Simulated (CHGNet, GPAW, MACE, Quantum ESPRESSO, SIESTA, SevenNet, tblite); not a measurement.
# (16,0) blue phosphorene nanotube (64 atoms) in tblite

Aim: run (16,0) blue phosphorene nanotube (64 atoms) in tblite and see how near its forces come to a plane-wave reference, and at what cost.

Program: tblite 0.8.0. Level of theory: the method is named at each step. Results are calculated unless marked as measured.

## (1) The structure

The cell holds 64 atoms: 64 P. Cell: a = 26.945 Å, b = 26.945 Å, c = 5.681 Å, α = 90.0°, β = 90.0°, γ = 90.0°. It derives from P (blue phosphorene). Blue phosphorene sheet (a = 3.28 Å) rolled into a (16,0) tube of diameter 16.70 Å, 1 period, 9 Å of vacuum; not relaxed, displaced by a Gaussian of 0.02 Å. Then every atom was moved at random, 0.03 Å r.m.s. a Cartesian component. Vacuum lies along a and b. The structure's axis is c.

The yardstick, on the same geometry:

| Item | Value |
| --- | --- |
| method | Kohn-Sham DFT, PBE, SSSP efficiency 1.3.0 pseudopotentials, plane waves (Quantum ESPRESSO 7.5); sssp-pbe-1.3.0-efficiency, cutoffs 45/360 Ry, Γ point |
| r.m.s. force component | 0.7003 eV/Å |
| longest force | 2.63 eV/Å |
| gap (highest filled to lowest empty level) | 1.726 eV |
| time | 3.7 min on 8 MPI ranks of Arm Neoverse V2, shared host |
| CPU time | 30 min |

## (2) GFN2-xTB

Method: GFN2-xTB tight binding, diagonalisation.

run.py

```python
import numpy as np
from ase.io import read
from tblite.ase import TBLite

atoms = read("structure.xyz")
atoms.calc = TBLite(method="GFN2-xTB", electronic_temperature=580, accuracy=1.0, max_iterations=250, mixer_damping=0.1, verbosity=1)
energy = atoms.get_potential_energy()
forces = atoms.get_forces()
print(f"energy {energy:.6f} eV")
print("forces (eV/A)")
for i, (a, f) in enumerate(zip(atoms, forces)):
    print(f"{i:4d} {a.symbol:2s} {f[0]:10.5f} {f[1]:10.5f} {f[2]:10.5f}")
print("charges (e)")
print(np.array2string(atoms.get_charges(), precision=4, suppress_small=True, max_line_width=110, threshold=100000))
```

structure.xyz

```xyz
64
Lattice="26.94490 0.00000 0.00000 0.00000 26.94490 0.00000 0.00000 0.00000 5.68113" Properties=species:S:1:pos:R:3 pbc="T T T"
P 22.43190 13.43985 1.90284
P 21.04127 14.98514 0.90398
P 21.80004 16.85889 1.90488
P 19.92629 17.78417 0.94858
P 22.25999 15.15085 4.78357
P 20.57863 16.42103 3.80283
P 19.76328 19.76813 1.80438
P 17.77016 19.95189 0.93773
P 20.93592 18.46076 4.69528
P 18.92852 18.90481 3.80636
P 16.91143 21.77283 1.91909
P 15.04738 21.06525 1.08277
P 18.44594 20.91248 4.73034
P 16.49594 20.57593 3.78858
P 13.43311 22.42597 1.79927
P 11.89725 21.08762 0.95545
P 15.21201 22.24301 4.75391
P 13.49131 21.16872 3.78534
P 10.09625 21.72136 1.86619
P 9.18444 19.93950 0.98744
P 11.73019 22.27589 4.69239
P 10.46782 20.54037 3.71239
P 7.12073 19.84195 1.88159
P 7.10780 17.74429 0.93205
P 8.50408 20.94265 4.71034
P 7.97515 18.88784 3.74182
P 5.20064 16.92759 1.87267
P 5.87534 14.97624 0.98312
P 6.10976 18.51357 4.76743
P 6.33663 16.34801 3.80227
P 4.48525 13.41236 1.88568
P 5.90066 11.98132 0.95471
P 4.70054 15.23060 4.75403
P 5.72013 13.52742 3.72705
P 5.14675 10.01650 1.88545
P 7.06387 9.23887 0.97420
P 4.63614 11.73343 4.79362
P 6.35738 10.53869 3.78142
P 7.10537 7.12908 1.90341
P 9.14564 6.96310 0.96795
P 6.01626 8.50300 4.70568
P 7.95467 8.02150 3.82601
P 10.09033 5.18043 1.88545
P 12.03144 5.91090 0.98039
P 8.51621 6.07446 4.75806
P 10.55513 6.34040 3.78289
P 13.52230 4.52728 1.88369
P 14.98972 5.83330 0.92892
P 11.69597 4.66443 4.73397
P 13.53254 5.76836 3.80806
P 16.80958 5.16776 1.87881
P 17.77717 7.03720 0.98295
P 15.25081 4.60084 4.74732
P 16.38870 6.36546 3.78323
P 19.79453 7.11803 1.82734
P 19.90393 9.16665 0.90222
[... 4 atom lines left out ...]
P 20.96556 8.51028 4.76840
P 20.60180 10.50366 3.75080
P 22.24625 11.71160 4.75369
P 21.22989 13.47137 3.75011
```

The run is started by

```sh
$ OMP_NUM_THREADS=1 python run.py > output.txt
```

Log:

```text
------------------------------------------------------------
  cycle        total energy    energy error   density error
------------------------------------------------------------
      1     -162.4295450813  -1.6282303E+02   3.4333885E-01
      2     -162.4483795901  -1.8834509E-02   3.1107559E-01
      3     -162.3769268595   7.1452731E-02   7.4863967E-02
      4     -162.4423663788  -6.5439519E-02   3.4603213E-02
      5     -162.4636839900  -2.1317611E-02   2.5265856E-02
      6     -162.4707285634  -7.0445734E-03   8.0740340E-03
      7     -162.4715548294  -8.2626602E-04   3.3549480E-03
      8     -162.4716448627  -9.0033273E-05   1.6724973E-03
      9     -162.4716534864  -8.6237389E-06   6.4721671E-04
     10     -162.4716574083  -3.9218302E-06   2.8384627E-04
     11     -162.4716583354  -9.2714416E-07   2.0361907E-04
     12     -162.4716588788  -5.4339941E-07   1.1289151E-04
     13     -162.4716591700  -2.9115154E-07   2.7181594E-05
     14     -162.4716591767  -6.7592794E-09   1.3159019E-05
------------------------------------------------------------
 total:                                   2.228 sec
energy -4421.079036 eV
forces (eV/A)
   0 P    -0.69062    0.38875   -0.11878
   1 P     0.73650   -0.13095    0.47773
   2 P    -1.39964   -0.16943    0.42906
   3 P     0.87868   -0.46399   -0.90792
   4 P    -0.69759    0.52379   -0.37295
   5 P     1.45896    0.19562   -0.48357
   6 P     0.07882    0.20990    1.65002
   7 P    -0.30356    0.04974   -0.67355
   8 P    -0.66240   -0.70741    0.54637
   9 P     0.57699    0.72965   -0.77301
  10 P     0.43727   -0.16971    0.90814
  11 P    -0.81227    0.35792   -1.68781
  12 P     0.17670   -0.38955    0.32253
  13 P    -0.51799    1.09384   -0.38785
  14 P     0.35150   -0.53725    1.53745
  15 P     1.27131   -0.23827   -1.65330
  16 P     0.16702   -1.41318    0.51223
  17 P    -0.27909    1.32258   -0.55837
  18 P    -1.07721    0.65872    1.23845
  19 P    -0.82135    0.03469   -1.20627
  20 P    -0.05935   -1.56875    0.23463
  21 P     0.34630    1.27537    0.36926
  22 P     0.73027   -0.96894    0.34697
  23 P    -0.89926    0.78715   -0.01672
[...]
56 P    -1.60189    1.56533    0.52148
  57 P     0.77267   -0.95648   -0.57374
  58 P    -1.18794    0.62829   -0.38313
  59 P     1.01376   -0.90303   -0.12316
  60 P    -0.70448    0.39496   -0.23196
  61 P     0.87018   -0.25427    0.19189
  62 P    -1.05495    0.18524    0.19590
  63 P     0.36507   -0.29524    0.04290
charges (e)
[-0.0123  0.0122 -0.0078  0.0103 -0.0148  0.0206 -0.0164  0.0107 -0.0132  0.0208 -0.0115  0.0085 -0.0159
  0.015  -0.0189  0.0054 -0.0171  0.0187 -0.0171  0.0075 -0.0164  0.0184 -0.0074  0.0189 -0.014   0.0094
 -0.0069  0.012  -0.0136  0.0175 -0.0105  0.0107 -0.0142  0.0107 -0.0038  0.0228 -0.0111  0.0166 -0.017
  0.0009 -0.0099  0.0084 -0.0167  0.018  -0.0303  0.0184 -0.0132 -0.0011 -0.0077  0.0156 -0.0164  0.0146
 -0.0048  0.0231 -0.0167  0.0123 -0.0059  0.0105 -0.0104  0.0171 -0.0151  0.0112 -0.0138  0.0051]
```

Wall time 2.7 s (1 thread of Arm Neoverse V2, shared host); peak memory 0.13 GiB.

Banners, paths, timers and routine set-up lines are dropped from the logs unmarked, and long logs keep their key lines alone; longer cuts are marked.

Against the reference:

```yaml
r_m_s_force_component: 0.7969 eV/Å
r_m_s_difference_of_force_components: 623.4 meV/Å
longest_difference_of_force_vectors: 1328 meV/Å
force_difference_over_r_m_s_force: 89.02 %
slope_of_forces_against_the_reference_s: 0.7512
correlation_of_force_components: 0.6601
```

Local excerpt of 10 atoms (numbers count through the whole input) about P9, picked at random; x, y, z are measured from there.

| atom | x | y | z | distance (Å) | bonds | Mulliken charge (e) | Fx | Fy | Fz (eV/Å) |
| --- | --- | --- | --- | --- | --- | --- | --- | --- | --- |
| P9 | 0.00 | 0.00 | 0.00 | 0.00 | 3 | -0.01 | -0.66 | -0.71 | 0.55 |
| P10 | -2.01 | 0.44 | -0.89 | 2.24 | 3 | 0.02 | 0.58 | 0.73 | -0.77 |
| P6 | -0.36 | -2.04 | -0.89 | 2.25 | 3 | 0.02 | 1.46 | 0.20 | -0.48 |
| P4 | -1.01 | -0.68 | 1.93 | 2.28 | 3 | 0.01 | 0.88 | -0.46 | -0.91 |
| P7 | -1.17 | 1.31 | 2.79 | 3.30 | 3 | -0.02 | 0.08 | 0.21 | 1.65 |
| P3 | 0.86 | -1.60 | -2.79 | 3.33 | 3 | -0.01 | -1.40 | -0.17 | 0.43 |
| P7 | -1.17 | 1.31 | -2.89 | 3.38 | 3 | -0.02 | 0.08 | 0.21 | 1.65 |
| P3 | 0.86 | -1.60 | 2.89 | 3.42 | 3 | -0.01 | -1.40 | -0.17 | 0.43 |
| P13 | -2.49 | 2.45 | 0.04 | 3.49 | 3 | -0.02 | 0.18 | -0.39 | 0.32 |
| P5 | 1.32 | -3.31 | 0.09 | 3.57 | 3 | -0.01 | -0.70 | 0.52 | -0.37 |

Atoms are counted from 1 here, from 0 in the log.

Forces lie 89 % from the reference's, at 0.0015 times its CPU time (on 1 against 8 cores).

## (3) GFN1-xTB

Method: GFN1-xTB tight binding, diagonalisation.

Edit run.py of step 2 so:

```diff
@@ -5,3 +5,3 @@
 atoms = read("structure.xyz")
-atoms.calc = TBLite(method="GFN2-xTB", electronic_temperature=580, accuracy=1.0, max_iterations=250, mixer_damping=0.1, verbosity=1)
+atoms.calc = TBLite(method="GFN1-xTB", electronic_temperature=580, accuracy=1.0, max_iterations=250, mixer_damping=0.1, verbosity=1)
 energy = atoms.get_potential_energy()
```

structure.xyz is that of step 2.

Log:

```text
------------------------------------------------------------
  cycle        total energy    energy error   density error
------------------------------------------------------------
      1     -169.5335912714  -1.6970543E+02   1.6473365E-01
      2     -169.5641316520  -3.0540381E-02   1.4390385E-01
      3     -169.5501246415   1.4007011E-02   9.9930462E-02
      4     -169.5643413952  -1.4216754E-02   3.7669014E-03
      5     -169.5660872971  -1.7459019E-03   1.5256824E-03
      6     -169.5661645140  -7.7216941E-05   1.2271785E-03
      7     -169.5661671935  -2.6794338E-06   9.2837337E-04
      8     -169.5661666265   5.6692983E-07   2.5028412E-04
      9     -169.5661695210  -2.8944712E-06   3.8907711E-05
     10     -169.5661698194  -2.9839146E-07   1.6636171E-05
------------------------------------------------------------
 total:                                   1.519 sec
energy -4614.130504 eV
forces (eV/A)
   0 P    -0.73849    0.42266   -0.11993
   1 P     0.85903   -0.12833    0.46626
   2 P    -1.51322   -0.18802    0.49511
   3 P     1.12827   -0.44576   -0.98939
   4 P    -0.77293    0.53164   -0.37971
   5 P     1.60811    0.23624   -0.50397
   6 P    -0.03775    0.10279    1.75044
   7 P    -0.25671    0.26532   -0.71622
   8 P    -0.68164   -0.76163    0.64691
   9 P     0.68561    0.85460   -0.87563
  10 P     0.42523   -0.23334    0.96694
  11 P    -0.71274    0.54730   -1.67359
  12 P     0.20834   -0.46211    0.41570
  13 P    -0.49910    1.24079   -0.52224
  14 P     0.33422   -0.67509    1.57000
  15 P     1.16129   -0.00946   -1.70474
  16 P     0.15037   -1.56303    0.66277
  17 P    -0.24649    1.52340   -0.79249
  18 P    -1.02374    0.60770    1.29832
  19 P    -0.95190    0.14761   -1.20973
  20 P    -0.05600   -1.69114    0.30916
  21 P     0.29948    1.41242    0.25422
  22 P     0.76529   -1.00651    0.34010
  23 P    -1.03004    0.83831    0.00834
[...]
56 P    -1.70943    1.65720    0.64467
  57 P     0.90588   -1.02561   -0.64569
  58 P    -1.26478    0.68310   -0.41426
  59 P     1.13407   -0.97129   -0.12879
  60 P    -0.74281    0.43140   -0.19714
  61 P     0.98464   -0.31445    0.17154
  62 P    -1.15370    0.18997    0.22951
  63 P     0.52439   -0.29555    0.00077
charges (e)
[-0.011   0.0111 -0.0097  0.0099 -0.0108  0.0117 -0.0068  0.0091 -0.0096  0.0119 -0.0076  0.0088 -0.0099
  0.0112 -0.0096  0.0056 -0.0134  0.0082 -0.0068  0.0107 -0.0146  0.0104 -0.0095  0.0106 -0.0144  0.0122
 -0.0087  0.0119 -0.0101  0.0125 -0.0092  0.0121 -0.0092  0.0122 -0.0091  0.0124 -0.0136  0.0129 -0.0117
  0.0031 -0.0075  0.0075 -0.0095  0.0102 -0.0131  0.0071 -0.0086  0.0109 -0.0096  0.0143 -0.0092  0.0097
 -0.0119  0.0133 -0.0089  0.0096 -0.0129  0.0105 -0.012   0.011  -0.0116  0.0096 -0.0112  0.0086]
```

Wall time 2 s (1 thread); peak memory 0.13 GiB.

Numbers from this run, and their distance from the reference:

```yaml
r_m_s_force_component: 0.8629 eV/Å
r_m_s_difference_of_force_components: 687.2 meV/Å
longest_difference_of_force_vectors: 1418 meV/Å
force_difference_over_r_m_s_force: 98.13 %
slope_of_forces_against_the_reference_s: 0.7777
correlation_of_force_components: 0.6311
```

Against the first run (89 %), the force difference from the reference is 98 %, at 0.74 times the CPU time.

## (4) Side by side

Differences are against the plane-wave reference, forces as r.m.s. over components; share is that over the reference's r.m.s. force, slope the least-squares factor from reference forces to these. Total energies of different programs have different zeros and aren't compared.

| run | Δ force, r.m.s. (meV/Å) | share (%) | slope | cores | CPU time | memory (GiB) |
| --- | --- | --- | --- | --- | --- | --- |
| reference | - | - | - | 8 | 30 min | 12 |
| tblite GFN2-xTB | 623 | 89.0 | 0.751 | 1 | 2.7 s | 0.13 |
| tblite GFN1-xTB | 687 | 98.1 | 0.778 | 1 | 2 s | 0.13 |

CPU time is summed over cores on a shared host, where runs went side by side, so it is rough. Symmetry, cutoffs, thresholds, outputs and thread counts weren't matched or tuned between programs; memory under MPI is the largest rank's times the ranks.

## (5) Summary of results

* nearest in forces: tblite GFN2-xTB, 89 %
* its CPU time: 2.7 s

**Reading.** Tight binding differs by 89 % (tblite GFN2-xTB) to 98 % (tblite GFN1-xTB); it is another model, with fitted parameters of its own, and the xTB methods hold dispersion. Of the electronic-structure runs that take under half the reference's CPU time, tblite GFN2-xTB comes nearest, at 89 % in 2.7 s against 30 min, too far off to be of use. Periodic xTB results under one method name differ between programs and library versions. The cell is under 6 Å thick along one periodic direction, so every atom has periodic images of itself close by, which move with it and show among its neighbours and in g(r). The electronic-structure runs sample only Γ, in a cell whose periodic width is 6 Å.

[Also dropped from logs without a mark: logging warnings of Python, and SIESTA's first energy breakdown and zero terms.]

[Logs are printed without paths, hosts, clocks, repeated set-up lines and the standing remarks that a program may print on its own settings, such as how far it seeks lower states.]

[Hosts, paths, dates, database ids (printed as entryN), source tags and the programs' standing remarks are cut or masked in the printed files.]
